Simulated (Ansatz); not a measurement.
# The perfect C wire along [111], 14 atoms a period, H-terminated

Aim: is the C wire along [111], 14 atoms a period, H-terminated a metal or a semiconductor?

Method: DFT PBE, plane waves, PAW; relaxation of a wire's period; PAW set soft_1, in the first sound run; inputs show where later runs differ, in Ansatz 0.2.0.

Most raw output is cut from this account.

### Step 1. The structure

The cell holds 32 atoms: 14 C and 18 H. Cell: a = 11.153 Å, b = 11.827 Å, c = 6.183 Å, α = 90.0°, β = 90.0°, γ = 90.0°. Vacuum lies along a and b. The structure's axis is c.

### Step 2. Relaxing the period

Band widths follow the bond lengths, so the wire is relaxed first. The atoms and the third cell vector are free; the box across stays fixed as vacuum. A Fermi-Dirac smearing is set since the result may be a metal. The pressure printed is a third of the stress's trace over the whole box, vacuum included; only the stress along the axis is relaxed.

Input file input.yaml:

```yaml
crystal:
  lattice:
    - [11.153, 0.0, 0.0]
    - [0.0, 11.827, 0.0]
    - [0.0, 0.0, 6.183421383]
  atoms:
    - { symbol: C, position: [0.500014505, 0.499990913, 0.0] }
    - { symbol: C, position: [0.500014505, 0.499990913, 0.25] }
    - { symbol: H, position: [0.304850713, 0.483017028, 0.272956835] }
    - { symbol: H, position: [0.386844452, 0.349093024, 0.272956835] }
    - { symbol: H, position: [0.418020766, 0.667862686, 0.272956835] }
    - { symbol: H, position: [0.582008244, 0.667862686, 0.272956835] }
    - { symbol: H, position: [0.613184558, 0.349093024, 0.272956835] }
    - { symbol: H, position: [0.695178297, 0.483017028, 0.272956835] }
[... 20 atom lines left out ...]
    - { symbol: H, position: [0.418020766, 0.33211914, 0.977043165] }
    - { symbol: H, position: [0.582008244, 0.33211914, 0.977043165] }
    - { symbol: H, position: [0.613184558, 0.650888801, 0.977043165] }
    - { symbol: H, position: [0.695178297, 0.516964797, 0.977043165] }
kpoints:
  mp_grid: { grid: [1, 1, 13] }
scf:
  occupations: { method: fermi_dirac, width: 0.05 }
hamiltonian:
  xc: pbe
  pseudopotentials: { kind: paw, azcp: { folder: soft_1 } }
relax:
  cell: { fix: [a, b, alpha, beta, gamma] }
  max_steps: 45
  f_tol: 0.03
```

Command:

```sh
ansatz run input.yaml --threads 4 --pin off --max-ram 16384MiB --backend cpu --events-out ev --progress --plain --runs-dir out
```

The job ended after 48 s (4 threads of Arm Neoverse V2, shared host; peak memory 1.7 GiB; 3.1 min of CPU time).

Relaxation path:

| step | energy less that of the first step (eV) | largest force component (eV/Å) | pressure (GPa) | volume (Å³) |
| --- | --- | --- | --- | --- |
| 1 | 0.0000 | 0.6349 | -0.59 | 815.63 |
| 2 | -0.2987 | 1.0009 | -0.29 | 850.31 |
| 3 | -0.3992 | 0.2724 | -0.18 | 840.30 |
| 4 | -0.4042 | 0.1298 | -0.07 | 838.63 |
| 5 | -0.4050 | 0.0271 | -0.01 | 838.56 |
| 6* | -0.4221 | 0.0278 | 0.02 | 838.56 |
| 7 | -0.4220 | 0.0046 | 0.00 | 839.16 |
| 8* | -0.4224 | 0.0047 | 0.00 | 839.16 |

Relaxation steps marked * repeat the geometry before them on a plane-wave basis chosen anew for their cell, so energy and pressure can jump there.

Forces are held to the 4 operations that the run works with; a distortion that breaks them can't arise in this run.

| cell as run | before | after | change |
| --- | --- | --- | --- |
| c (Å) | 6.183 | 6.362 | +2.9 % |

The atoms that moved most (Å, along periodic axes as changes of fractional coordinates times the final cell, across vacuum about the mean position):

```csv
atom,dx,dy,dz,length
H30,-0.030,-0.006,-0.074,0.080
H29,0.030,-0.006,-0.074,0.080
H6,-0.030,0.006,0.074,0.080
H5,0.030,0.006,0.074,0.080
H27,0.010,0.029,-0.074,0.080
H32,-0.010,0.029,-0.074,0.080
H3,0.010,-0.029,0.074,0.080
H8,-0.010,-0.029,0.074,0.080
```

This step gave:

- cell length along the wire: 6.362 Å

The cell's length comes to 6.362 Å with spin left out.

### Step 3. The wire at its relaxed period

This step: DFT PBE, plane waves, PAW; bands of a perfect wire; PAW set soft_1 (Ansatz 0.2.0).

At the relaxed period the bands are computed along the axis; those that cross an energy going forward count the channels that a perfect wire would open there.

Input file input.yaml:

```yaml
crystal:
  lattice:
    - [11.153, 0.0, 0.0]
    - [0.0, 11.827, 0.0]
    - [0.0, 0.0, 6.3617670427]
  atoms:
    - { symbol: C, position: [0.500014505, 0.500000875, 0.000124172] }
    - { symbol: C, position: [0.500014505, 0.499999125, 0.249875828] }
    - { symbol: H, position: [0.305779004, 0.480560091, 0.284614806] }
    - { symbol: H, position: [0.385034997, 0.351097794, 0.284603094] }
    - { symbol: H, position: [0.42075397, 0.668348766, 0.284611803] }
    - { symbol: H, position: [0.57927504, 0.668348766, 0.284611803] }
    - { symbol: H, position: [0.614994013, 0.351097794, 0.284603094] }
    - { symbol: H, position: [0.694250006, 0.480560091, 0.284614806] }
[... 20 atom lines left out ...]
    - { symbol: H, position: [0.42075397, 0.331651234, 0.965388197] }
    - { symbol: H, position: [0.57927504, 0.331651234, 0.965388197] }
    - { symbol: H, position: [0.614994013, 0.648902206, 0.965396906] }
    - { symbol: H, position: [0.694250006, 0.519439909, 0.965385194] }
kpoints:
  mp_grid: { grid: [1, 1, 13] }
  band_path: { path: ["Γ", Z], npoints: 90 }
scf:
  occupations: { method: fermi_dirac, width: 0.05 }
hamiltonian:
  xc: pbe
  pseudopotentials: { kind: paw, azcp: { folder: soft_1 } }
output:
  dos: { e_range: [-5, 4] }
  write_potential: true
  write_density: true
  volumetric_format: npy
```

Wall time 70 s (4 threads); peak memory 2.9 GiB; 4.6 min of CPU time.

Numbers from this step:

- band gap: 4.764 eV

Electronic bands along the path, in eV, zero at the Fermi level; v1 is the highest filled band, c1 the lowest empty one:

```
  point     v4     v3     v2     v1    c1    c2    c3    c4
      Γ  -3.78  -2.57  -2.57  -2.38  2.39  3.23  3.30  3.45
halfway  -3.45  -2.70  -2.64  -2.64  2.56  3.42  3.54  3.66
      Z  -2.97  -2.97  -2.89  -2.89  3.05  3.21  4.01  4.06
```

The gap is 4.76 eV, with spin left out.

The path shows a direct gap of 4.76 eV (valence top at Γ, conduction bottom at Γ).

### Step 4. Levels at the same atoms, cutoff 500 eV, k-mesh 1×1×10

This step: DFT r2SCAN, plane waves, PAW; bands of a perfect wire at the PBE geometry; PAW set soft_1 (Ansatz 0.2.0).

The atoms stay at the PBE geometry and the functional changes. r2SCAN also reads the kinetic-energy density; it often gives larger moments and wider gaps than PBE, at a higher cost. Against the first PBE run of this kind, the cutoff is 500 eV against 420 and the mesh along the wire has 10 points against 13.

Edit input.yaml of step 3 so:

```diff
@@ -39,3 +39,3 @@
 kpoints:
-  mp_grid: { grid: [1, 1, 13] }
+  mp_grid: { grid: [1, 1, 10] }
   band_path: { path: ["Γ", Z], npoints: 90 }
@@ -44,8 +44,3 @@
 hamiltonian:
-  xc: pbe
+  xc: r2scan
   pseudopotentials: { kind: paw, azcp: { folder: soft_1 } }
-output:
-  dos: { e_range: [-5, 4] }
-  write_potential: true
-  write_density: true
-  volumetric_format: npy
```

Wall time 1.8 min (4 threads); peak memory 4.8 GiB.

Numbers from this step:

* band gap: 5.441 eV

Electronic bands along the path, in eV, zero at the Fermi level; v1 is the highest filled band, c1 the lowest empty one:

```csv
point,v4,v3,v2,v1,c1,c2,c3,c4
Γ,-4.23,-2.95,-2.95,-2.71,2.73,3.61,3.72,3.86
halfway,-3.88,-3.06,-3.02,-3.02,2.90,3.81,3.96,4.08
Z,-3.38,-3.38,-3.29,-3.29,3.41,3.54,4.37,4.51
```

The gap is 5.44 eV, against 4.76 eV under PBE at the relaxed period.

### Step 5. Levels at the same atoms, level HSE06, cutoff 420 eV

This step: DFT HSE06, plane waves, PAW; levels of a perfect wire at the PBE geometry; PAW set soft_1 (Ansatz 0.2.0).

The atoms stay at the PBE geometry and the functional changes. HSE06 mixes in a quarter of short-range exact exchange, which removes part of the self-interaction that closes gaps; it is dear, so the mesh is thinner and no path is run. Against the first PBE run of this kind, the mesh along the wire has 5 points against 13.

Edit input.yaml of step 4 so:

```diff
@@ -39,4 +39,3 @@
 kpoints:
-  mp_grid: { grid: [1, 1, 10] }
-  band_path: { path: ["Γ", Z], npoints: 90 }
+  mp_grid: { grid: [1, 1, 5] }
 scf:
@@ -44,3 +43,3 @@
 hamiltonian:
-  xc: r2scan
+  xc: hse06
   pseudopotentials: { kind: paw, azcp: { folder: soft_1 } }
```

Run time: 76 s. Hardware: 4 threads; peak memory 7.6 GiB; 4.9 min of CPU time.

Numbers from this step:

- band gap: 5.717 eV

The gap is 5.72 eV, against 4.76 eV under PBE at the relaxed period.

### Step 6. At a strained period, period over the relaxed period 0.94, k-mesh 1×1×11

This step: DFT PBE, plane waves, PAW; relaxation at a fixed period; PAW set soft_1 (Ansatz 0.2.0).

The period is set to 0.94 times the relaxed one and the atoms relax within it: strain changes bond lengths and angles, which shifts the bands against each other. Against the first PBE run of this kind, the mesh along the wire has 11 points against 13.

The cell differs from the one that the last finished run ended in (c 6.362 → 5.980 Å).

Edit input.yaml of step 5 so:

```diff
@@ -4,3 +4,3 @@
     - [0.0, 11.827, 0.0]
-    - [0.0, 0.0, 6.3617670427]
+    - [0.0, 0.0, 5.9800610202]
   atoms:
@@ -39,3 +39,4 @@
 kpoints:
-  mp_grid: { grid: [1, 1, 5] }
+  mp_grid: { grid: [1, 1, 11] }
+  band_path: { path: ["Γ", Z], npoints: 90 }
 scf:
@@ -43,3 +44,8 @@
 hamiltonian:
-  xc: hse06
+  xc: pbe
   pseudopotentials: { kind: paw, azcp: { folder: soft_1 } }
+relax:
+  max_steps: 40
+  f_tol: 0.02
+output:
+  stress: true
```

It took 68 s on 4 threads; peak memory 2.8 GiB.

Step by step:

```csv
step,energy less that of the first step (eV),largest force component (eV/Å)
1,0.0000,1.6790
2,-0.4003,0.6881
3,-0.4464,0.1484
4,-0.4482,0.0336
5,-0.4484,0.0100
```

The run keeps the 4 symmetry operations that it works with, so distortions that break them were not tested.

The atoms that moved most (Å):

| atom | dx | dy | dz | length |
| --- | --- | --- | --- | --- |
| H16 | 0.000 | 0.001 | -0.080 | 0.080 |
| H19 | 0.000 | -0.001 | 0.080 | 0.080 |
| H18 | 0.001 | 0.001 | 0.080 | 0.080 |
| H20 | -0.001 | 0.001 | 0.080 | 0.080 |
| H17 | -0.001 | -0.001 | -0.080 | 0.080 |
| H15 | 0.001 | -0.001 | -0.080 | 0.080 |
| H4 | -0.005 | -0.003 | -0.065 | 0.065 |
| H28 | -0.005 | 0.003 | 0.065 | 0.065 |

Final coordinates:

```xyz
32
Lattice="11.1530 0.0000 0.0000 0.0000 11.8270 0.0000 0.0000 0.0000 5.9801" Properties=species:S:1:pos:R:3
C     5.5767    5.9135   -0.0034
C     5.5767    5.9135    1.4985
H     3.4056    5.6808    1.6369
H     4.2895    4.1498    1.6368
H     4.6927    7.9101    1.6368
H     6.4606    7.9101    1.6368
H     6.8638    4.1498    1.6368
H     7.7477    5.6808    1.6369
C     4.3136    5.1843    2.0009
C     5.5767    7.3719    2.0009
C     6.8397    5.1843    2.0009
C     4.3187    5.1872    3.4932
C     5.5767    7.3661    3.4933
C     6.8346    5.1872    3.4932
H     3.4273    7.1543    3.5801
H     5.5767    3.4317    3.5801
H     7.7260    7.1543    3.5801
H     3.4273    4.6727    3.8949
H     5.5767    8.3953    3.8950
H     7.7260    4.6727    3.8949
C     4.3187    6.6398    3.9819
C     5.5767    4.4609    3.9818
C     6.8346    6.6398    3.9819
C     4.3136    6.6427    5.4742
C     5.5767    4.4551    5.4741
C     6.8397    6.6427    5.4742
H     3.4056    6.1462    5.8382
H     4.2895    7.6772    5.8383
H     4.6927    3.9169    5.8383
H     6.4606    3.9169    5.8383
H     6.8638    7.6772    5.8383
H     7.7477    6.1462    5.8382
```

This step gave:

* band gap: 4.699 eV

Electronic bands along the path, in eV, zero at the Fermi level; v1 is the highest filled band, c1 the lowest empty one:

```
  point     v4     v3     v2     v1    c1    c2    c3    c4
      Γ  -3.45  -2.57  -2.57  -2.35  2.35  3.16  3.25  3.39
halfway  -3.35  -2.59  -2.59  -2.57  2.56  3.38  3.52  3.64
      Z  -2.97  -2.97  -2.80  -2.80  3.15  3.29  4.03  4.12
```

The gap is 4.70 eV, against 4.76 eV under PBE at the relaxed period.

### Step 7. At a strained period, period over the relaxed period 1.1, k-mesh 1×1×9

The period is set to 1.1 times the relaxed one and the atoms relax within it: strain changes bond lengths and angles, which shifts the bands against each other. Against the first PBE run of this kind, the mesh along the wire has 9 points against 13.

The cell differs from the one that the last finished run ended in (c 5.980 → 6.998 Å).

Edit input.yaml of step 6 so:

```diff
@@ -4,3 +4,3 @@
     - [0.0, 11.827, 0.0]
-    - [0.0, 0.0, 5.9800610202]
+    - [0.0, 0.0, 6.997943747]
   atoms:
@@ -39,3 +39,3 @@
 kpoints:
-  mp_grid: { grid: [1, 1, 11] }
+  mp_grid: { grid: [1, 1, 9] }
   band_path: { path: ["Γ", Z], npoints: 90 }
```

Run time: 86 s. Hardware: 4 threads; peak memory 3.3 GiB; 5.6 min of CPU time.

Relaxation path:

```csv
step,energy less that of the first step (eV),largest force component (eV/Å)
1,0.0000,0.9025
2,-0.7325,1.1031
3,-0.8734,0.5063
4,-0.9171,0.3304
5,-0.9327,0.0912
6,-0.9345,0.0066
7,-0.9345,0.0066
```

Forces are held to the 4 operations that the run works with; a distortion that breaks them can't arise in this run.

The atoms that moved most (Å):

```csv
atom,dx,dy,dz,length
H4,0.001,0.000,0.158,0.158
H7,-0.001,0.000,0.158,0.158
H28,0.001,0.000,-0.158,0.158
H31,-0.001,0.000,-0.158,0.158
H29,-0.001,0.001,-0.158,0.158
H30,0.001,0.001,-0.158,0.158
H5,-0.001,-0.001,0.158,0.158
H6,0.001,-0.001,0.158,0.158
```

Final coordinates:

```cif
data_structure
_symmetry_space_group_name_H-M 'P 1'
_symmetry_Int_Tables_number 1
_cell_length_a 11.1530
_cell_length_b 11.8270
_cell_length_c 6.9979
_cell_angle_alpha 90.000
_cell_angle_beta 90.000
_cell_angle_gamma 90.000
_cell_volume 923.07
loop_
_atom_site_label
_atom_site_type_symbol
_atom_site_fract_x
_atom_site_fract_y
_atom_site_fract_z
_atom_site_occupancy
C1 C 0.50001 0.50000 0.98414 1
C2 C 0.50001 0.50000 0.26586 1
H3 H 0.30581 0.48066 0.30716 1
H4 H 0.38514 0.35107 0.30715 1
H5 H 0.42068 0.66827 0.30716 1
H6 H 0.57935 0.66827 0.30716 1
H7 H 0.61489 0.35107 0.30715 1
H8 H 0.69422 0.48066 0.30716 1
C9 C 0.38943 0.43980 0.35500 1
C10 C 0.50001 0.62041 0.35501 1
C11 C 0.61060 0.43980 0.35500 1
C12 C 0.38927 0.43971 0.58217 1
C13 C 0.50001 0.62059 0.58218 1
C14 C 0.61076 0.43971 0.58217 1
H15 H 0.30709 0.60503 0.62307 1
H16 H 0.50001 0.28993 0.62307 1
H17 H 0.69294 0.60503 0.62307 1
H18 H 0.30709 0.39497 0.62693 1
H19 H 0.50001 0.71007 0.62693 1
H20 H 0.69294 0.39497 0.62693 1
C21 C 0.38927 0.56029 0.66783 1
C22 C 0.50001 0.37941 0.66782 1
C23 C 0.61076 0.56029 0.66783 1
C24 C 0.38943 0.56020 0.89500 1
C25 C 0.50001 0.37959 0.89499 1
C26 C 0.61060 0.56020 0.89500 1
H27 H 0.30581 0.51934 0.94284 1
H28 H 0.38514 0.64893 0.94285 1
H29 H 0.42068 0.33173 0.94284 1
H30 H 0.57935 0.33173 0.94284 1
H31 H 0.61489 0.64893 0.94285 1
H32 H 0.69422 0.51934 0.94284 1
```

Numbers from this step:

- band gap: 4.256 eV

The electronic bands at the labelled points (eV, zero at the Fermi level; v1 is the highest filled band, c1 the lowest empty one):

```csv
point,v4,v3,v2,v1,c1,c2,c3,c4
Γ,-4.02,-2.96,-2.96,-2.10,2.16,3.02,3.07,3.22
halfway,-3.80,-3.01,-3.00,-2.61,2.22,3.18,3.26,3.38
Z,-3.60,-3.58,-3.08,-3.08,2.51,2.81,3.68,3.68
```

The gap is 4.26 eV, against 4.76 eV under PBE at the relaxed period.

### Step 8. Outcome

```yaml
cell_length_pbe: 6.362 Å
gap_pbe: 4.76 eV
gap_r2scan: 5.44 eV
gap_hse06: 5.72 eV
gap_period_scaled_by_0p94: 4.70 eV
gap_period_scaled_by_1p1: 4.26 eV
```

What this shows: Under PBE the cell's length is 6.36 Å, and a gap of 4.76 eV makes it a semiconductor. At the relaxed period the wire is gapped under every functional, from 4.76 eV (PBE) to 5.72 eV (HSE06). Weak screening in one dimension makes quasiparticle gaps larger than the semilocal gaps, as a rule. Strain matters: under PBE the gap goes from 4.76 eV to 4.70 eV at 0.94 times the period and 4.26 eV at 1.1 times the period. A hybrid's gap is read on a coarse mesh, without a band path.

[Logs are printed without paths, hosts, clocks, repeated set-up lines and the standing remarks that a program may print on its own settings, such as how far it seeks lower states.]

[Hosts, paths, dates, database ids (printed as entryN), source tags and the programs' standing remarks are cut or masked in the printed files.]
